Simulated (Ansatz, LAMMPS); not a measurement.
# Which site? Mg in place of Zn in glassy 45P2O5-55ZnO (mol %) (85 atoms), part 2 of 3

Aim: make Mg in place of Zn at several sites of glassy 45P2O5-55ZnO (mol %) (85 atoms), relax each, and compare their energies.

Ansatz 0.2.0; Kohn-Sham DFT, r2SCAN, PAW (set soft_2), plane waves.

The cell: 18 P, 11 Zn and 56 O. The quench rate of 500 K/ps is many orders above laboratory rates. The network of bonds at the start is that of the classical potential that made the cell. Only the Γ point is sampled, in a cell whose shortest periodic width is 11 Å.

So far. Step 2 (Single point at the start): The r.m.s. force at the start is 1.2 eV/Å. Step 3 (Relaxation): The relaxation converged after 25 steps, 7.02 eV below its start, with a largest force component of 0.044 eV/Å.

**4. Single point at the relaxed geometry**

The electronic structure is read at the final geometry, in a run of its own.

input.yaml reads:

```yaml
crystal:
  lattice:
    - [10.5564, 0.0, 0.0]
    - [0.0, 10.5564, 0.0]
    - [0.0, 0.0, 10.5564]
  atoms:
    - { symbol: P, position: [0.71139, 0.01252, 0.88105] }
    - { symbol: P, position: [0.71334, 0.85962, 0.36944] }
    - { symbol: P, position: [0.13234, 0.11116, 0.92792] }
    - { symbol: P, position: [0.64875, 0.25025, 0.25696] }
    - { symbol: P, position: [0.3898, 0.13538, 0.33921] }
    - { symbol: P, position: [0.20084, 0.47378, 0.80703] }
    [... 73 atom lines left out ...]
    - { symbol: O, position: [0.80967, 0.91885, 0.2487] }
    - { symbol: O, position: [0.14766, 0.72471, 0.99166] }
    - { symbol: O, position: [0.97474, 0.54811, 0.59586] }
    - { symbol: O, position: [0.30423, 0.24552, 0.35137] }
    - { symbol: O, position: [0.48502, 0.69773, 0.53347] }
    - { symbol: O, position: [0.42362, 0.04329, 0.69521] }
kpoints:
  mp_grid: { grid: [1, 1, 1] }
hamiltonian:
  xc: r2scan
scf:
  occupations: { method: gaussian, width: 0.025 }
output:
  forces: true
  stress: true
  populations: true
  dos:
    method: { smearing: { sigma: 0.08 } }
    de: 0.1
    projected: { site_lists: { O: [O], P: [P], Zn: [Zn] } }
  eigenvalues: true
  write_density: true
  write_potential: true
  volumetric_format: npy
  elf: true
```

Started as:

```sh
$ ansatz run input.yaml --threads 4 --pin off --max-ram 8192MiB --backend cpu --events-out ev --progress --plain --runs-dir out
```

Numbers of over 12 decimals in the logs are rounded to 6 here.

The log of the run:

```text
[...]
Crystal: 85 atoms, lattice volume = 1176.380 Å³
Basis set: ecut = 500 eV, 29855 PW (Γ), exchange–correlation on 320×320×320 points (64 copies of the dense FFT grid, shifted against one another)
Bands: 364, of which v1, the nominal top of the filled ones, is band 279 counted from 1 (278 counted from 0)
Symmetry: 1 space group operations
[...]
k-points: 1
[...]
SCF iter   1: F=—  HF=-82117.507947 eV  |F-HF|=—  |Δ(HF+E_count)|=         —  Δρ=1.23e-2  dr2=1.29e0  dr2_τ=7.49e0  ethr=1.77e-3  ⟨swp⟩=7.0  Hψ=1827  notcnv=0  defer=46
[...]
SCF iter  11: F=-82118.825528 eV  HF=-82118.825528 eV  |F-HF|=2.91e-8  |Δ(HF+E_count)|=   1.43e-7  Δρ=1.93e-6  dr2=3.70e-8  dr2_τ=1.77e-9  ethr=1.79e-11  ⟨swp⟩=26.0  Hψ=3708  notcnv=0
SCF 1 converged in 11 iterations: F = -82118.825528 eV  dr2 = 3.70e-8
[...]
WARN: The input density's exchange-correlation potential varies sharply where the density is thin. Do not read a vacuum level from v_tot or v_xc, or from such a field of the output density. On a cell that repeats whose density bears no net charge and no dipole along the vacuum's axis use v_es (v_loc + v_h of the components); [...]
SCF converged after 11 iterations
Free energy (F): -82118.825528 eV
[...]
Internal energy: -82118.825528 eV  (E = F + TS)
E sigma→0 (E₀):  -82118.825528 eV
Fermi energy:    4.560765 eV
[...]
--- Forces (eV/Å), atoms counted from 1 ---
  atom   1  P      0.01598552    -0.04123226    -0.02576505
  atom   2  P      0.00001586     0.00347497     0.00287405
  atom   3  P     -0.01144980    -0.01892849    -0.01117272
  atom   4  P     -0.00550830     0.00750992     0.02003312
  atom   5  P     -0.02051258    -0.00767194    -0.00773259
  atom   6  P     -0.04364265     0.01454644    -0.02388756
  atom   7  P      0.03283202    -0.04020242    -0.00376392
  atom   8  P     -0.00428731     0.01665203     0.01427089
  atom   9  P     -0.00183845     0.00606809    -0.02399282
  atom  10  P     -0.01009575     0.00295343     0.01605207
  atom  11  P      0.00589089     0.00932912    -0.02753935
  atom  12  P      0.01239890    -0.00621170    -0.01317443
  atom  13  P     -0.01077391    -0.02826966    -0.00812110
  atom  14  P      0.00425803     0.02324801     0.00020345
[...]
atom  84  O     -0.00424121     0.00280918     0.00771202
  atom  85  O      0.00858413     0.01375762     0.00930790
  max |Σ_I F_I| component: 1.81e-4 eV/Å
--- Stress (GPa, compression-positive) ---
       -2.992590       0.401998       0.588994
        0.401997      -3.784732      -0.104487
        0.588994      -0.104487      -4.684058
  P = ⅓ Tr σ = -3.8205 GPa (-38.205 kbar)
--- Band table (eV) ---
[...]
--- Löwdin populations: 85 sites ---
  site symbol       q [e]
     0      P      2.7523
     1      P      2.7683
     2      P      2.8084
[...]
84      O      6.9165
  spilling = 0.014690 (of n_electrons = 558.000000)
```

Wall time 47 s (4 threads of Arm Neoverse V2, shared host); peak memory 3.3 GiB; 3 min of CPU time.

The program notes that the exchange-correlation potential is rough where the density is thin.

Numbers from this run:

| Quantity | Value |
| --- | --- |
| free energy | -82118.8255 eV |
| free energy per atom | -966.1038 eV/atom |
| SCF cycles | 11 |
| pressure | -3.82 GPa |
| r.m.s. force component | 0.01169 eV/Å |
| longest force | 0.05204 eV/Å |
| Fermi energy | 4.561 eV |
| gap (highest filled to lowest empty level) | 3.805 eV |
| spilling of the projection | 0.01469 |

**5. Mg on a site of Zn, site Zn26**

The site has 3 bonded neighbours (O3) at 1.88 Å on average, by cutoffs that count no bonds between two metal atoms or like ions. The change is made in the relaxed cell and the atoms are relaxed again, with spin allowed.

input.yaml reads:

```yaml
crystal:
  lattice:
    - [10.5564, 0.0, 0.0]
    - [0.0, 10.5564, 0.0]
    - [0.0, 0.0, 10.5564]
  atoms:
    [... atom lines 1 to 22 left out ...]
    - { symbol: Zn, position: [0.94504, 0.36574, 0.93449] }
    - { symbol: Zn, position: [0.80564, 0.21059, 0.50321] }
    - { symbol: Zn, position: [0.26117, 0.3981, 0.49025] }
    - { symbol: Mg, position: [0.55053, 0.60283, 0.67109], spin: 0.6 }
    - { symbol: Zn, position: [0.62008, 0.30874, 0.96376] }
    - { symbol: Zn, position: [0.9499, 0.67089, 0.72802] }
    - { symbol: Zn, position: [0.69692, 0.54144, 0.35359] }
    [... atom lines 30 to 85 left out ...]
magnetization:
  spin_polarized: true
kpoints:
  mp_grid: { grid: [1, 1, 1] }
hamiltonian:
  xc: r2scan
scf:
  occupations: { method: fermi_dirac, width: 0.025 }
  lower_state_search: "off"
output:
  forces: true
  eigenvalues: true
relax:
  f_tol: 0.05
  max_steps: 90
```

The log of the run:

```text
[...]
Crystal: 85 atoms, lattice volume = 1176.380 Å³
Basis set: ecut = 500 eV, 29855 PW (Γ), exchange–correlation on 320×320×320 points (64 copies of the dense FFT grid, shifted against one another)
Bands: 365, of which v1, the nominal top of the filled ones, is band 278 counted from 1 (277 counted from 0)
Symmetry: 1 space group operations
[...]
k-points: 1
[...]
Starting moments: Σ|m| = 2.4 μB on 4 of 85 sites
[...]
SCF iter   1: F=-80652.694169 eV  HF=-80765.799069 eV  |F-HF|=1.13e2  |Δ(HF+E_count)|=         —  Δρ=6.44e-2 (↑6.02e-2 ↓6.44e-2)  dr2=1.58e2  dr2_τ=3.81e0  dr2_m=1.49e0  M=0.000 μB ∫|m|=0.431 μB  β_m=0.30  ethr=3.10e-3  ⟨swp⟩=6.0  Hψ=3411  notcnv=0  defer=133
[...]
spin=Collinear: Resta preconditioning applied to the charge; magnetization (m = ρ↑ − ρ↓) channel mixes plain (no charge-response kernel on spin).
SCF iter   2: F=-80704.620788 eV  HF=-80731.735217 eV  |F-HF|=2.71e1  |Δ(HF+E_count)|=    3.41e1  Δρ=3.59e-2 (↑3.32e-2 ↓3.59e-2)  dr2=5.03e1  dr2_τ=4.45e-1  dr2_m=7.66e-1  M=0.000 μB ∫|m|=0.348 μB  β_m=0.30  ethr=3.10e-3  ⟨swp⟩=3.0  Hψ=1436  notcnv=0  defer=156  κ⁻¹=1.0e0(r=1)
SCF iter   3: F=-80720.397715 eV  HF=-80722.539326 eV  |F-HF|=2.14e0  |Δ(HF+E_count)|=    9.20e0  Δρ=1.56e-2 (↑1.55e-2 ↓1.56e-2)  dr2=6.24e0  dr2_τ=2.44e-1  dr2_m=3.99e-1  M=0.000 μB ∫|m|=0.304 μB  β_m=0.30  ethr=3.10e-3  ⟨swp⟩=4.0  Hψ=2023  notcnv=0  defer=158  κ⁻¹=1.4e-2(r=2)
[...]
SCF iter   7: F=-80722.262794 eV  HF=-80722.245323 eV  |F-HF|=1.75e-2  |Δ(HF+E_count)|=   5.36e-3  Δρ=1.81e-3 (↑1.79e-3 ↓1.81e-3)  dr2=4.75e-3  dr2_τ=6.18e-4  dr2_m=3.36e-2  M=0.000 μB ∫|m|=0.135 μB  β_m=0.30  ethr=2.25e-5  ⟨swp⟩=4.0  Hψ=1081  notcnv=0  defer=162
[...]
spin-set hold released at iteration 7 (site moments contracting): the magnetisation degrees of freedom join the quasi-Newton model from the next iteration; the mixer history was flushed
SCF iter   8: F=-80722.264825 eV  HF=-80722.254104 eV  |F-HF|=1.07e-2  |Δ(HF+E_count)|=   8.78e-3  Δρ=1.35e-3 (↑1.34e-3 ↓1.35e-3)  dr2=2.52e-3  dr2_τ=2.92e-4  dr2_m=1.89e-2  M=0.000 μB ∫|m|=0.108 μB  β_m=0.30  ethr=8.54e-7  ⟨swp⟩=2.0  Hψ=1242  notcnv=0  defer=162  κ⁻¹=1.0e0(r=1)
[...]
SCF iter  13: F=-80722.267809 eV  HF=-80722.267800 eV  |F-HF|=8.14e-6  |Δ(HF+E_count)|=   1.59e-5  Δρ=1.15e-5 (↑1.15e-5 ↓1.10e-5)  dr2=4.08e-6  dr2_τ=1.15e-8  dr2_m=1.27e-7  M=0.000 μB ∫|m|=0.001 μB  ethr=1.61e-9  ⟨swp⟩=4.5  Hψ=2591  notcnv=0
WARN: the starting moments were not kept: the SCF closed with an absolute magnetisation of 5.8e-4 μB, where they sum to 2.4 μB in size (4 sites). That is at most 0.1 of that sum. Measured as dr2_m measures the in/out step, that magnetisation stands 2.1e-8 eV from none, [...]
SCF 1 converged in 13 iterations: F = -80722.267809 eV  dr2 = 4.08e-6
[...]
relax step   1: F+E_penalty+E_count = -80722.26780863 eV  Δ(F+E_penalty+E_count) = +0.000e0 eV  max|allowed force component| = 6.792e-1 eV/Å  Δτ_max = 0.0000 Å  (13 SCF iters, dr2 threshold 6.25e-5 eV, accepted)
[...]
relax step   2: F+E_penalty+E_count = -80722.29696130 eV  Δ(F+E_penalty+E_count) = -2.915e-2 eV  max|allowed force component| = 4.865e-1 eV/Å  Δτ_max = 0.0342 Å  (6 SCF iters, dr2 threshold 2.88e-5 eV, accepted)
[...]
relax step   3: F+E_penalty+E_count = -80722.33721741 eV  Δ(F+E_penalty+E_count) = -4.026e-2 eV  max|allowed force component| = 1.656e-1 eV/Å  Δτ_max = 0.1295 Å  (9 SCF iters, dr2 threshold 1.48e-5 eV, accepted)
[...]
relax step   4: F+E_penalty+E_count = -80722.34441939 eV  Δ(F+E_penalty+E_count) = -7.202e-3 eV  max|allowed force component| = 1.310e-1 eV/Å  Δτ_max = 0.0438 Å  (8 SCF iters, dr2 threshold 3.18e-6 eV, accepted)
[...]
relax step   5: F+E_penalty+E_count = -80722.35329956 eV  Δ(F+E_penalty+E_count) = -8.880e-3 eV  max|allowed force component| = 8.148e-2 eV/Å  Δτ_max = 0.0924 Å  (11 SCF iters, accepted)
[...]
relax step   6: F+E_penalty+E_count = -80722.35634427 eV  Δ(F+E_penalty+E_count) = -3.045e-3 eV  max|allowed force component| = 4.079e-2 eV/Å  Δτ_max = 0.0258 Å  (9 SCF iters, dr2 threshold 2.57e-6 eV, accepted)
[...]
relax step   7: F+E_penalty+E_count = -80722.35634428 eV  Δ(F+E_penalty+E_count) = -1.087e-8 eV  max|allowed force component| = 4.080e-2 eV/Å  Δτ_max = 0.0000 Å  (2 SCF iters, accepted)
[...]
SCF iter   2: F=-80722.356344 eV  HF=-80722.356344 eV  |F-HF|=3.48e-8  |Δ(HF+E_count)|=   1.84e-8  Δρ=6.77e-7 (↑6.57e-7 ↓6.77e-7)  dr2=2.82e-8  dr2_τ=1.26e-10  dr2_m=2.31e-10  M=0.000 μB ∫|m|=0.000 μB  ethr=8.12e-12  ⟨swp⟩=3.0  Hψ=1296  notcnv=0
[...]
SCF 8 converged in 2 iterations: F = -80722.356344 eV  dr2 = 2.82e-8
SCF converged after 2 iterations
Stability not checked: this state was not tested for a lower state beside it, because the mixer in use, unlike msr1, does not test its closes by its own steps (another_mixer; see scf.mixing.algorithm and scf.lower_state_search)
Magnetization: 0.0000 μB (278.0000 up, 278.0000 down)
Absolute magnetization: 0.0000 μB (∫|ρ↑−ρ↓|, with the PAW one-centre terms)
[...]
Per-site moments (μB) at R_I (Å): [(-2.2334618333487753e-9, 0.606688), (7.769240624614042e-9, 0.600561), (4.574359216150059e-9, 0.609383), (-1.668172087727382e-9, 0.618602), (4.612682098676355e-9, 0.610487), [...]
Free energy (F): -80722.356344 eV
[...]
Internal energy: -80722.356344 eV  (E = F + TS)
E sigma→0 (E₀):  -80722.356344 eV
Fermi energy:    4.576241 eV
[...]
Σ components = -80722.356344   (vs F -80722.356344, Δ=0.00e0)
--- Forces (eV/Å), atoms counted from 1 ---
  atom   1  P      0.00173325    -0.00779637     0.02190511
  atom   2  P      0.00339425     0.02732197     0.01463799
  atom   3  P      0.00158666    -0.01037718     0.00855386
  atom   4  P     -0.00525778    -0.00767371     0.00816049
[...]
atom  85  O     -0.00442942    -0.01680445     0.00336032
  max |Σ_I F_I| component: 9.60e-5 eV/Å
--- Band table (eV) ---
[...]
--- Relaxed structure (7 steps of the walk, 7 accepted, 0 SCFs on fresh bases) ---
  F+E_penalty+E_count = -80722.35634428 eV   max|allowed force component| = 4.080e-2 eV/Å
  atoms:
    - { symbol: P, position: [0.711622, 0.013464, 0.880854] }
    - { symbol: P, position: [0.713081, 0.859460, 0.368936] }
    - { symbol: P, position: [0.133253, 0.111241, 0.927596] }
    - { symbol: P, position: [0.649437, 0.250676, 0.258944] }
[...]
- { symbol: O, position: [0.421723, 0.037245, 0.693411] }
```

The job ended after 10 min (4 threads; peak memory 4.6 GiB).

The program notes that starting moments were not kept.

The relaxation converged after 7 steps, 0.0885 eV below its start, with a largest force component of 0.041 eV/Å.

A closer look about the Mg atom, after relaxation: 12 atoms, nearest first, numbered in the order of the input, with positions taken from that point.

```
atom      x      y      z  distance (Å)  bonds
Mg26   0.00   0.00   0.00          0.00      3
 O76   1.07  -0.02   1.55          1.88      2
 O48   0.36  -1.68  -0.83          1.91      2
 O84  -0.53   0.97  -1.60          1.94      2
 O39  -2.68   0.10   1.31          2.99      2
 P16   0.34  -3.09  -0.26          3.12      4
 P15  -1.08   0.57  -2.94          3.19      4
  P8   2.22  -0.22   2.52          3.37      4
 O50   0.18  -3.17   1.22          3.40      2
 O37  -2.13  -0.50  -2.90          3.63      2
 O69  -2.12   2.40   1.84          3.69      2
 O44  -3.19  -1.91  -0.12          3.71      2
```

The column of bonds counts only the pairs O-P within 2.11 Å, O-Zn within 2.33 Å, O-Mg within 2.42 Å; other neighbours, such as metal atoms beside each other in a compound, aren't counted, and periodic images can show an atom twice.

The largest move is 0.32 Å, by Mg26.

**6. Mg on a site of Zn, site Zn25**

The site has 5 bonded neighbours (O5) at 2.14 Å on average. 

input.yaml, the sections that differ from step 5:

```yaml
crystal:
  lattice:
    - [10.5564, 0.0, 0.0]
    - [0.0, 10.5564, 0.0]
    - [0.0, 0.0, 10.5564]
  atoms:
    [... atom lines 1 to 21 left out ...]
    - { symbol: Zn, position: [0.05063, 0.1887, 0.66874] }
    - { symbol: Zn, position: [0.94504, 0.36574, 0.93449] }
    - { symbol: Zn, position: [0.80564, 0.21059, 0.50321] }
    - { symbol: Mg, position: [0.26117, 0.3981, 0.49025], spin: 0.6 }
    - { symbol: Zn, position: [0.55053, 0.60283, 0.67109] }
    - { symbol: Zn, position: [0.62008, 0.30874, 0.96376] }
    - { symbol: Zn, position: [0.9499, 0.67089, 0.72802] }
    [... atom lines 29 to 85 left out ...]
# magnetization, kpoints, hamiltonian, scf, output, relax: as in step 5
```

The log of the run:

```text
[...]
Crystal: 85 atoms, lattice volume = 1176.380 Å³
Basis set: ecut = 500 eV, 29855 PW (Γ), exchange–correlation on 320×320×320 points (64 copies of the dense FFT grid, shifted against one another)
Bands: 365, of which v1, the nominal top of the filled ones, is band 278 counted from 1 (277 counted from 0)
Symmetry: 1 space group operations
[...]
k-points: 1
[...]
Starting moments: Σ|m| = 3.6 μB on 6 of 85 sites
[...]
SCF iter   1: F=-80653.355304 eV  HF=-80765.623307 eV  |F-HF|=1.12e2  |Δ(HF+E_count)|=         —  Δρ=6.51e-2 (↑5.98e-2 ↓6.51e-2)  dr2=1.57e2  dr2_τ=3.82e0  dr2_m=1.94e0  M=0.000 μB ∫|m|=0.733 μB  β_m=0.30  ethr=3.10e-3  ⟨swp⟩=6.0  Hψ=3404  notcnv=0  defer=133
[...]
SCF iter   3: F=-80720.929168 eV  HF=-80722.989449 eV  |F-HF|=2.06e0  |Δ(HF+E_count)|=    8.96e0  Δρ=1.60e-2 (↑1.60e-2 ↓1.58e-2)  dr2=6.15e0  dr2_τ=2.44e-1  dr2_m=5.33e-1  M=0.000 μB ∫|m|=0.499 μB  β_m=0.30  ethr=3.10e-3  ⟨swp⟩=7.0  Hψ=1167  notcnv=0  defer=164  κ⁻¹=1.4e-2(r=2)
[...]
SCF iter   7: F=-80722.827687 eV  HF=-80722.803674 eV  |F-HF|=2.40e-2  |Δ(HF+E_count)|=   1.38e-2  Δρ=2.17e-3 (↑2.13e-3 ↓2.17e-3)  dr2=4.72e-3  dr2_τ=8.51e-4  dr2_m=4.85e-2  M=0.000 μB ∫|m|=0.223 μB  β_m=0.30  ethr=2.08e-5  ⟨swp⟩=3.5  Hψ=1079  notcnv=0  defer=160
[...]
SCF iter  13: F=-80722.835132 eV  HF=-80722.835122 eV  |F-HF|=1.06e-5  |Δ(HF+E_count)|=   1.00e-5  Δρ=1.29e-5 (↑1.29e-5 ↓1.23e-5)  dr2=4.12e-6  dr2_τ=2.19e-8  dr2_m=2.45e-7  M=0.000 μB ∫|m|=0.001 μB  ethr=1.27e-9  ⟨swp⟩=4.0  Hψ=2380  notcnv=0
[...]
SCF 1 converged in 13 iterations: F = -80722.835132 eV  dr2 = 4.12e-6
[...]
relax step   1: F+E_penalty+E_count = -80722.83513229 eV  Δ(F+E_penalty+E_count) = +0.000e0 eV  max|allowed force component| = 2.904e-1 eV/Å  Δτ_max = 0.0000 Å  (13 SCF iters, dr2 threshold 6.25e-5 eV, accepted)
[...]
relax step   2: F+E_penalty+E_count = -80722.84426275 eV  Δ(F+E_penalty+E_count) = -9.130e-3 eV  max|allowed force component| = 1.941e-1 eV/Å  Δτ_max = 0.0138 Å  (7 SCF iters, dr2 threshold 5.27e-6 eV, accepted)
[...]
relax step   3: F+E_penalty+E_count = -80722.85883708 eV  Δ(F+E_penalty+E_count) = -1.457e-2 eV  max|allowed force component| = 1.012e-1 eV/Å  Δτ_max = 0.0545 Å  (10 SCF iters, accepted)
[...]
relax step   4: F+E_penalty+E_count = -80722.86127038 eV  Δ(F+E_penalty+E_count) = -2.433e-3 eV  max|allowed force component| = 6.972e-2 eV/Å  Δτ_max = 0.0128 Å  (7 SCF iters, dr2 threshold 2.78e-6 eV, accepted)
[...]
relax step   5: F+E_penalty+E_count = -80722.86380401 eV  Δ(F+E_penalty+E_count) = -2.534e-3 eV  max|allowed force component| = 4.372e-2 eV/Å  Δτ_max = 0.0247 Å  (9 SCF iters, accepted)
[...]
SCF iter   2: F=-80722.863804 eV  HF=-80722.863804 eV  |F-HF|=2.09e-8  |Δ(HF+E_count)|=   9.69e-9  Δρ=5.33e-7 (↑5.19e-7 ↓5.33e-7)  dr2=1.60e-8  dr2_τ=8.04e-11  dr2_m=6.07e-11  M=0.000 μB ∫|m|=0.000 μB  ethr=4.91e-12  ⟨swp⟩=3.0  Hψ=1579  notcnv=0
[...]
SCF 6 converged in 2 iterations: F = -80722.863804 eV  dr2 = 1.60e-8
SCF converged after 2 iterations
[...]
Magnetization: 0.0000 μB (278.0000 up, 278.0000 down)
Absolute magnetization: 0.0000 μB (∫|ρ↑−ρ↓|, with the PAW one-centre terms)
[...]
Per-site moments (μB) at R_I (Å): [(-5.574218260327932e-9, 0.606874), (3.2592939035417767e-9, 0.600546), (-1.2003840049100552e-9, 0.608808), (2.936317960016348e-9, 0.618721), (-1.9823959192089003e-8, 0.609034), [...]
Free energy (F): -80722.863804 eV
[...]
Internal energy: -80722.863804 eV  (E = F + TS)
E sigma→0 (E₀):  -80722.863804 eV
Fermi energy:    4.590327 eV
[...]
Σ components = -80722.863804   (vs F -80722.863804, Δ=0.00e0)
--- Forces (eV/Å), atoms counted from 1 ---
  atom   1  P      0.01174748    -0.00311642    -0.00230047
  atom   2  P      0.01693996    -0.01602691     0.00950147
  atom   3  P      0.00362853     0.00423226     0.00182228
  atom   4  P     -0.02469270     0.00454854     0.00259188
[...]
atom  85  O     -0.00225019     0.02190500     0.00946595
  max |Σ_I F_I| component: 1.13e-4 eV/Å
--- Band table (eV) ---
[...]
--- Relaxed structure (5 steps of the walk, 5 accepted, 0 SCFs on fresh bases) ---
  F+E_penalty+E_count = -80722.86380401 eV   max|allowed force component| = 4.372e-2 eV/Å
  atoms:
    - { symbol: P, position: [0.711082, 0.013348, 0.880842] }
    - { symbol: P, position: [0.712958, 0.859475, 0.369761] }
    - { symbol: P, position: [0.131244, 0.110990, 0.927748] }
    - { symbol: P, position: [0.649452, 0.249370, 0.256159] }
[...]
- { symbol: O, position: [0.422388, 0.045560, 0.695576] }
```

Elapsed: 7.7 min, on 4 threads; peak memory 4.6 GiB; 30 min of CPU time.

The relaxation converged after 5 steps, 0.0287 eV below its start, with a largest force component of 0.044 eV/Å.

(Continued in part 3 of 3.)

[Logs are printed without paths, hosts, clocks, repeated set-up lines and the standing remarks that a program may print on its own settings, such as how far it seeks lower states.]

[Hosts, paths, dates, database ids (printed as entryN), source tags and the programs' standing remarks are cut or masked in the printed files.]
